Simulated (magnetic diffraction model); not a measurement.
## Which magnetic order? CaCr2

Space group P6_3/mmc (no. 194), a = 4.2940 Å, c = 6.9870 Å.

| site | atom | x | y | z |
| --- | --- | --- | --- | --- |
| 4f | Cr | 2/3 | 1/3 | 0.0550 |
| 2b | Ca | 0 | 0 | 1/4 |

The compound is invented for this exercise: a known structure type with other elements, its cell scaled to their sizes and not relaxed.

Only Cr is taken to order (form factors of Cr2+); orders and moment sizes are assumed, and not adapted to the symmetry. Radiation: neutrons of λ = 2.567 Å, 2° to 100°; isotropic B of 0.39 Å² (Cr) and 0.38 Å² (Ca). The intensities are simulated: I ∝ L Σ (|F_N|² + |F_M⊥|²) for unpolarised neutrons, with F_M = 2.695 fm/μB × Σ f(s) S exp(2πi Q·r) exp(−B s²) at Q = H ± k (one set where k and −k are equivalent), only the part normal to Q counting and L = 1/(sin²θ cos θ). For a modulated order the moment at position r is S exp(−2πi k·r) + c.c., with S = m/2 for a sine wave of amplitude m and S = m(u + iv)/2 for moments turning in a plane, u and v being orthogonal unit vectors in it; the phase factor of the sum at Q = H + k is then exp(2πi H·r). Form factors are spin-only for 3d ions and dipole or tabulated for f ions, scattering lengths are Sears's of 1992, and absorption is left out. A label names one of the reflections at its angle. The strongest nuclear line in the range is 100, and lines under 0.2 are left out.

Above the ordering temperature:

```tsv
2θ (°)	index	I
40.38	(1 0 0)	2.0
43.11	(0 0 2)	0.4
46.03	(1 0 1)	12.8
60.54	(1 0 2)	100.0
73.43	(1 1 0)	96.3
81.12	(1 0 3)	34.9
87.31	(2 0 0)	0.6
89.12	(1 1 2)	0.9
91.17	(2 0 1)	4.8
94.58	(0 0 4)	6.3
```

Below it (cell unchanged):

| 2θ (°) | I |
| --- | --- |
| 31.45 | 63.9 |
| 40.38 | 2.0 |
| 43.11 | 0.4 |
| 46.03 | 12.8 |
| 49.41 | 8.5 |
| 52.06 | 18.2 |
| 60.54 | 100.0 |
| 65.65 | 4.2 |
| 67.88 | 19.0 |
| 71.75 | 1.6 |
| 73.43 | 96.3 |
| 79.97 | 4.1 |
| 81.12 | 34.9 |
| 85.70 | 0.9 |
| 87.31 | 0.6 |
| 89.12 | 0.9 |
| 91.17 | 4.8 |
| 94.58 | 6.3 |
| 95.73 | 5.8 |
| 99.16 | 2.0 |
| 99.40 | 1.3 |

**Question.** Find the propagation vector, then choose among these models:
A. a sine wave with moments along [001] (amplitudes given), 1.97 μB on Cr; signs + at (2/3, 1/3, 0.0550), + at (1/3, 2/3, 0.5550), − at (2/3, 1/3, 0.4450), − at (1/3, 2/3, 0.9450)
B. moments turning in the plane of [100] and [010], 1.97 μB on Cr; signs + at (2/3, 1/3, 0.0550), + at (1/3, 2/3, 0.5550), − at (2/3, 1/3, 0.4450), − at (1/3, 2/3, 0.9450)
C. moments turning in the plane of [100] and [001], 1.97 μB on Cr; signs + at (2/3, 1/3, 0.0550), + at (1/3, 2/3, 0.5550), − at (2/3, 1/3, 0.4450), − at (1/3, 2/3, 0.9450)
D. a sine wave with moments along [100] (amplitudes given), 1.97 μB on Cr; signs + at (2/3, 1/3, 0.0550), + at (1/3, 2/3, 0.5550), − at (2/3, 1/3, 0.4450), − at (1/3, 2/3, 0.9450)

The new lines index as (2/3 -1/3 1) at 31.45°, (1/3 1/3 2) at 49.41°, (4/3 -2/3 1) at 52.06° and (2/3 2/3 2) at 65.65°, that is as H ± k with k = (1/3 1/3 0). Satellites come in pairs about each point of the reciprocal lattice.

Magnetic intensity, observed (below minus above) and for each model:

| 2θ (°) | index | observed | A | B | C | D |
| --- | --- | --- | --- | --- | --- | --- |
| 31.45 | (2/3 -1/3 1) | 63.9 | 28.7 | 77.6 | 63.9 | 35.2 |
| 49.41 | (1/3 1/3 2) | 8.5 | 1.7 | 13.2 | 8.5 | 6.8 |
| 52.06 | (4/3 -2/3 1) | 18.2 | 11.5 | 16.4 | 18.2 | 6.7 |
| 65.65 | (2/3 2/3 2) | 4.2 | 1.7 | 4.6 | 4.2 | 2.5 |
| 67.88 | (4/3 1/3 1) | 19.0 | 10.9 | 13.6 | 19.0 | 8.1 |
| 71.75 | (2/3 -1/3 3) | 1.6 | <0.2 | 2.8 | 1.6 | 1.4 |
| 95.73 | (5/3 2/3 1) | 5.8 | 3.7 | 4.2 | 5.8 | 2.1 |
| 99.16 | (1/3 1/3 4) | 2.0 | <0.2 | 3.7 | 2.0 | 1.9 |

Model C matches.

The structure used: k = (1/3 1/3 0), moments turning in the plane of [100] and [001], 1.97 μB on Cr; signs + at (2/3, 1/3, 0.0550), + at (1/3, 2/3, 0.5550), − at (2/3, 1/3, 0.4450), − at (1/3, 2/3, 0.9450).

[Logs are printed without paths, hosts, clocks, repeated set-up lines and the standing remarks that a program may print on its own settings, such as how far it seeks lower states.]
